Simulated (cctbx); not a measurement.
## Diagnosing a refinement

Cell a = 5.1690 Å, b = 5.1690 Å, c = 24.6870 Å, α = 90.00°, β = 90.00°, γ = 120.00°; space group R-3m (no. 166).

The data are simulated with cctbx, not measured: Ag Kα, λ = 0.56087 Å, to d = 0.75 Å, 80 % of the full sphere, strongest reflection 20000 counts, noise from counting, a 3 % proportional error and a noise floor of 4 counts (s.d.); no absorption.

An anisotropic refinement with weights 1/σ² prints:

```text
Rint 0.028, 212 unique reflections to 0.75 A
cycle     R1     wR2    GooF  max shift (A)
   1  0.6292  0.8957  43.214   0.04519
   4  0.5748  0.8246  39.782   0.00045
final R1 0.5748 wR2 0.8246 GooF 39.782  parameters 10  data/parameter 21.2
atom        x        y        z      Ueq    occ   su(xyz)  su(Uiso or U11)
Gd1    0.00000  0.00000  0.00000  -0.0160  1.000  0.00000  0.0069  NPD
Gd2    0.00000  0.00000  0.14020   0.0005  1.000  0.00068  0.0082  NPD
Fe1    0.33333  0.66667  0.16667  -0.0144  1.000  0.00000  0.0168  NPD
Fe2    0.00000  0.00000  0.33259  -0.0157  1.000  0.00199  0.0114  NPD
difference map: max 393.67 min -61.07 rms 24.98
Q1    0.0000  0.0000  0.0000    3  393.67  0.00 A from Gd1
Q2    0.0000  0.0000  0.1422    6  349.32  0.05 A from Gd2
Q3    0.0013  0.5006  0.0773   18  212.57  2.41 A from Fe2
Q4    0.0000  0.0000  0.5000    3  160.17  0.00 A from Fe1
Q5    0.0000  0.0000  0.3331    6  103.66  0.01 A from Fe2
Q6    0.0000  0.0000  0.2908    6   74.58  1.03 A from Fe2
```

Q: Accept it or mend it, and why?

Mend it. The fault: an atom left out, Cr at (0.4976, 0.5024, 0.0787). Against the right model at the same level, R1 goes from 0.0082 to 0.5748 and GooF from 0.94 to 39.78, U of Fe2 shrinks from 0.0334 to -0.0157 Å², U of Gd1 shrinks from 0.0156 to -0.0160 Å², U of Gd2 shrinks from 0.0252 to 0.0005 Å², the top difference peak, 393.7 e/Å³, lies on Gd1 and Gd1, Gd2, Fe1 and Fe2 go non-positive-definite. Q3 is the missing atom. With scattering power missing, scale and phases suffer, so peaks may also grow on the heavy atoms.

The compound is GdCr2Fe. The right model at the same level gives:

```text
Rint 0.028, 212 unique reflections to 0.75 A
cycle     R1     wR2    GooF  max shift (A)
   1  0.0735  0.1933   9.467   0.00417
   2  0.0082  0.0191   0.938   0.00000
final R1 0.0082 wR2 0.0191 GooF 0.938  parameters 16  data/parameter 13.2
atom        x        y        z      Ueq    occ   su(xyz)  su(Uiso or U11)
Gd1    0.00000  0.00000  0.00000   0.0156  1.000  0.00000  0.0001
Gd2    0.00000  0.00000  0.14203   0.0252  1.000  0.00001  0.0001
Fe1    0.33333  0.66667  0.16667   0.0156  1.000  0.00000  0.0002
Fe2    0.00000  0.00000  0.33278   0.0334  1.000  0.00004  0.0002
Cr1    0.49760  0.50240  0.07875   0.0154  1.000  0.00004  0.0001
difference map: max 0.43 min -0.49 rms 0.11
Q1    0.0728  0.5364  0.8332   18    0.47  1.31 A from Gd2
Q2    0.0000  0.0000  0.4730    6    0.38  0.67 A from Fe1
Q3    0.1135  0.2269  0.4516   18    0.37  1.08 A from Cr1
Q4    0.1108  0.2217  0.3227   18    0.37  1.02 A from Fe2
Q5    0.0471  0.5236  0.2813   18    0.36  1.53 A from Cr1
Q6    0.1020  0.2041  0.7448   18    0.34  1.32 A from Cr1
```

Isotropic U is held between 0.0001 and 1 Å² by the program, and listed peak heights are interpolated, so they can pass the grid's maximum.

The model was made for the exercise: a known structure type with other elements put in, its volume estimated, not relaxed; displacement parameters are assumed.

[Middle refinement cycles are left out of these outputs.]

[Logs are printed without paths, hosts, clocks, repeated set-up lines and the standing remarks that a program may print on its own settings, such as how far it seeks lower states.]
